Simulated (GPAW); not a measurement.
# An In chain with a Pt atom bridging one bond: transmission at several levels, part 2 of 2

Wanted: the zero-bias transmission of an In chain with a Pt atom bridging one bond on a ladder of levels, with run times.

GPAW 26.7.0; GPAW LCAO, PAW setups; Landauer transmission from Green's functions with principal layers (ASE), zero bias.

So far, transmission at the Fermi level (one spin): step 2 (double-zeta polarised basis, PBE, GPAW) 1.15; step 3 (basis szp(dzp), PBE, GPAW) 1.12; step 4 (basis sz(dzp), PBE, GPAW) 1.19; step 5 (RPBE) 1.15.

**8. Grid spacing 0.22: h = 0.22 (continued)**

The transmission of the three most open eigenchannels by energy, zero at the Fermi level:

```tsv
energy (eV)	channel 1	channel 2	channel 3
-2.00	0.0175	0	0
-1.90	1.1e-8	0	0
-1.80	1.1e-8	0	0
-1.70	2.3e-6	0	0
-1.55	4.1e-8	0	0
-1.45	1.2e-6	0	0
-1.35	1.7e-7	0	0
-1.25	0.00369	0	0
-1.15	7.9e-4	0	0
-1.05	0.00519	0	0
-0.90	0.118	0	0
-0.80	0.421	0	0
-0.70	0.988	0	0
-0.60	6.5e-4	0	0
-0.50	0.265	0	0
-0.40	0.519	0	0
-0.25	0.750	4.7e-11	9.8e-12
-0.15	0.830	0.0259	0.0166
-0.05	0.849	0.127	0.0982
0.00	0.856	0.168	0.125
0.05	0.864	0.194	0.140
0.15	0.880	0.215	0.153
0.25	0.896	0.220	0.171
0.40	0.915	0.226	0.223
0.50	0.925	0.286	0.233
0.60	0.932	0.367	0.248
0.70	0.938	0.465	0.267
0.80	0.944	0.573	0.288
0.90	0.948	0.680	0.311
1.05	0.954	0.818	0.347
1.15	0.957	0.888	0.370
1.25	0.959	0.939	0.392
1.35	0.972	0.962	0.411
1.45	0.991	0.964	0.428
1.55	0.998	0.966	0.441
1.70	0.994	0.968	0.452
1.80	0.986	0.969	0.448
1.90	0.973	0.970	0.429
2.00	0.971	0.963	0.387
```

The conductance equals that of the dzp run to 0.2 %.

**9. Grid spacing 0.22, density threshold 1e-06**

The real-space grid carries density and potential; a coarse one breaks translation symmetry along the lead and scatters electrons that should pass. The Hamiltonian is taken from the last density. The density threshold is one of the tests that end the cycle; the energy must settle too, so a loose value may not be the test that decides.

run.py

```python
import json
import numpy as np
from ase import Atoms
from ase.transport.calculators import TransportCalculator
from gpaw import GPAW, FermiDirac
from gpaw.lcao.tools import get_lcao_hamiltonian
from scipy.linalg import eigh

# The junction with lead layers at both ends, along the third cell vector
device = Atoms(
    ['In', 'In', 'In', 'In', 'In', 'Pt', 'In', 'In', 'In', 'In', 'In'],
    positions=[
        [4.50000, 4.50000, 1.47500],
        [4.50000, 4.50000, 4.42500],
        [4.50000, 4.50000, 7.37500],
        [4.50000, 4.50000, 10.32500],
        [4.50000, 4.50000, 13.27500],
        [6.60625, 4.50000, 14.85000],
        [4.50000, 4.50000, 16.42500],
        [4.50000, 4.50000, 19.37500],
        [4.50000, 4.50000, 22.32500],
        [4.50000, 4.50000, 25.27500],
        [4.50000, 4.50000, 28.22500]],
    cell=[[9.0, 0.0, 0.0], [0.0, 9.0, 0.0], [0.0, 0.0, 29.7]],
    pbc=True)

# One principal layer of the lead: the first 3 atoms of the device
lead = Atoms(
    ['In', 'In', 'In'],
    positions=[
        [4.50000, 4.50000, 1.47500],
        [4.50000, 4.50000, 4.42500],
        [4.50000, 4.50000, 7.37500]],
    cell=[[9.0, 0.0, 0.0], [0.0, 9.0, 0.0], [0.0, 0.0, 8.85]],
    pbc=True)

settings = dict(mode='lcao', basis='dzp', xc='PBE', h=0.22,
                occupations=FermiDirac(0.1), maxiter=250,
                mixer=dict(beta=0.1, nmaxold=8, weight=100.0),
                convergence=dict(density=1e-06))
energies = np.arange(-2, 2 + 1e-9, 0.05)
eta = 0.0001
n1, n2 = 1, 1
# k and -k transmit alike, so half of the mesh across the current serves
mesh = [(i, j) for i in range(n1) for j in range(n2) if (i, j) <= (-i % n1, -j % n2)]
weights = np.array([1 if (i, j) == (-i % n1, -j % n2) else 2 for i, j in mesh]) / (n1 * n2)

# [... helper functions left out ...]
fermi_lead = ground_state(lead, (1, 1, 13), 'lead.txt')
fermi_device = ground_state(device, (1, 1, 3), 'device.txt')
# [... loop over the mesh left out, but for ...]
        # Shift the lead onto the potential of the device's first layer
        shift = ((H[:, 0, 0] - H0[:, 0, 0]) / S0[0, 0]).real.mean()
# [...]
kT = 8.617333e-5 * 300
bias = [0.1, 0.2, 0.5, 1.0, 1.5, 2.0]
# [... integrals and printing left out ...]
```

Command:

```console
$ OMP_NUM_THREADS=1 OPENBLAS_NUM_THREADS=1 python run.py
```

The job ended after 46 s (1 thread of Arm Neoverse V2, shared host; peak memory 0.85 GiB).

This step gave:

```
conductance                                 : 1.137 G₀
largest misfit of the first principal layer : 0.03184 eV
shift that aligns the lead                  : -0.007469 eV
```

One spin. The transmission, zone mean by energy, zero at the Fermi level:

```tsv
energy (eV)	transmission, zone mean
-2.00	0.0180
-1.85	8.3e-9
-1.70	2.5e-6
-1.60	2.4e-8
-1.45	1.2e-6
-1.30	5.4e-8
-1.15	7.8e-4
-1.05	0.00520
-0.90	0.118
-0.75	0.741
-0.70	0.987
-0.60	7.7e-4
-0.50	0.265
-0.35	0.613
-0.20	0.803
-0.05	1.08
0.00	1.15
0.05	1.20
0.20	1.26
0.35	1.33
0.50	1.44
0.60	1.55
0.75	1.74
0.90	1.94
1.05	2.12
1.15	2.21
1.30	2.32
1.45	2.38
1.60	2.41
1.65	2.41
1.70	2.41
1.85	2.37
2.00	2.32
```

Not self-consistent under bias; the bias window is split evenly. The current through one cell, from the zero-bias transmission by bias:

```tsv
bias (V)	current through one cell, from the zero-bias transmission (μA)
0.100	8.78
0.200	17.4
0.500	41.9
1.000	78.5
1.500	116
2.000	157
```

The transmission of the three most open eigenchannels by energy, zero at the Fermi level:

```tsv
energy (eV)	channel 1	channel 2	channel 3
-2.000	0.0180	0	0
-1.800	1.1e-8	0	0
-1.600	2.4e-8	0	0
-1.400	7.0e-6	0	0
-1.200	0.00320	0	0
-1.000	0.0208	0	0
-0.800	0.423	0	0
-0.600	7.7e-4	0	0
-0.400	0.519	0	0
-0.200	0.803	4.5e-9	1.6e-9
0.000	0.856	0.169	0.125
0.200	0.889	0.217	0.160
0.400	0.915	0.225	0.223
0.600	0.932	0.367	0.248
0.800	0.943	0.573	0.288
1.000	0.952	0.776	0.335
1.200	0.958	0.915	0.381
1.400	0.983	0.963	0.420
1.600	0.999	0.967	0.446
1.800	0.985	0.969	0.447
2.000	0.971	0.963	0.387
```

The conductance equals that of the dzp run to 0.2 %.

**10. What came out**

| Quantity | Value |
| --- | --- |
| conductance | 1.14 G₀ |
| transmission at the Fermi level, mean of the spins | 1.15 |

In words: In the dzp basis the junction conducts 1.14 G₀ at 300 K, with T = 1.15 a spin at the Fermi level; the sz basis reaches that conductance within 10 %. At the Fermi level the three most open eigenchannels pass 0.86, 0.17 and 0.13. Measured against the first run (dzp), the nearest curve is that of dzp-RPBE (r.m.s. 0.031) and the farthest that of sz (0.17). Over the compared runs wall time goes from 25 s (sz) to 46 s (dzp-RPBE), on a shared host. The geometry was built from estimated bond lengths and not relaxed, so the numbers describe this model structure. The run had no spin polarisation, so a magnetic state, which chains and small molecules with open shells often have, wasn't tested. Spin-orbit coupling is left out, which matters for the heavy atoms here. An evenly spaced straight chain is an idealisation: free chains tend to dimerise, zigzag or, where a band edge lies near the Fermi level, turn magnetic. The currents use the zero-bias T(E) throughout, which holds only while the bias is small against the distance to the nearest feature. The thermopower isn't quoted: it samples T(E) farther from the Fermi level than the conductance does, and the energy grid wasn't tested for it.

[Logs are printed without paths, hosts, clocks, repeated set-up lines and the standing remarks that a program may print on its own settings, such as how far it seeks lower states.]

[Hosts, paths, dates, database ids (printed as entryN), source tags and the programs' standing remarks are cut or masked in the printed files.]
